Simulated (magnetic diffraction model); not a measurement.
# Er3Be4Si4: what an assumed order does to the neutron pattern

Space group Immm (no. 71), a = 4.0300 Å, b = 6.5320 Å, c = 13.2640 Å.

| site | atom | x | y | z |
| --- | --- | --- | --- | --- |
| 4i | Er | 1/2 | 1/2 | 0.6277 |
| 2d | Er | 0 | 1/2 | 0 |
| 4h | Si | 1/2 | 0.1888 | 0 |
| 4j | Si | 1/2 | 0 | 0.7160 |
| 8l | Be | 1/2 | 0.7024 | 0.8284 |

The compound is invented for this exercise: a known structure type with other elements, its cell scaled to their sizes and not relaxed.

Only Er is taken to order (form factors of Er3+); orders and moment sizes are assumed, and not adapted to the symmetry. Radiation: neutrons of λ = 1.8 Å, 3° to 45°; isotropic B of 0.14 Å² (Er), 0.21 Å² (Si) and 0.29 Å² (Be). Simulated constant-wavelength pattern: nuclear and magnetic terms add, the magnetic one as |2.695 fm × Σ f S⊥ exp(2πi Q·r) exp(−B s²)|², summed over all Q at one angle with the factor 1/(sin²θ cos θ). For collinear order S is the moment m, which repeats by lattice and centring translations R with the sign exp(−2πi k·R). Free-ion form factors, Sears's scattering lengths of 1992, no absorption; a label names one of the reflections at its angle. The strongest nuclear line in the range is 100, and lines under 0.2 are left out.

Assume the order k = (0 0 0), collinear moments along [100], 6.2 μB on Er; signs + at (1/2, 1/2, 0.6277), + at (0, 0, 0.8723), − at (0, 1/2, 0).

Predict the pattern, nuclear and magnetic parts apart.

| 2θ (°) | index | nuclear | magnetic |
| --- | --- | --- | --- |
| 15.60 | (0 0 2) | 9.7 | 34.8 |
| 17.67 | (0 1 1) | 0.0 | 269.1 |
| 27.00 | (1 0 1) | 0.5 | 0.2 |
| 28.46 | (0 1 3) | 0.3 | 4.0 |
| 30.43 | (1 1 0) | 1.9 | 36.8 |
| 31.50 | (0 0 4) | 1.1 | 61.7 |
| 31.99 | (0 2 0) | 0.0 | 6.6 |
| 34.37 | (1 1 2) | 7.9 | 8.4 |
| 35.18 | (1 0 3) | 9.2 | 30.1 |
| 35.78 | (0 2 2) | 2.9 | 11.8 |
| 42.34 | (1 2 1) | 100.0 | 1.3 |
| 42.96 | (0 1 5) | 25.3 | 0.6 |
| 44.36 | (1 1 4) | 78.2 | 8.1 |

The strongest magnetic line in the range is (0 1 1) at 17.67° (269.1). On top of the Lorentz factor, which all lines share, magnetic lines fade with angle because f falls: for Er3+ it is 0.96, 0.86, 0.73 and 0.47 at sin θ/λ = 0.1, 0.2, 0.3 and 0.5 Å⁻¹, while nuclear lengths stay constant. The net moment is 6.20 μB a primitive cell.
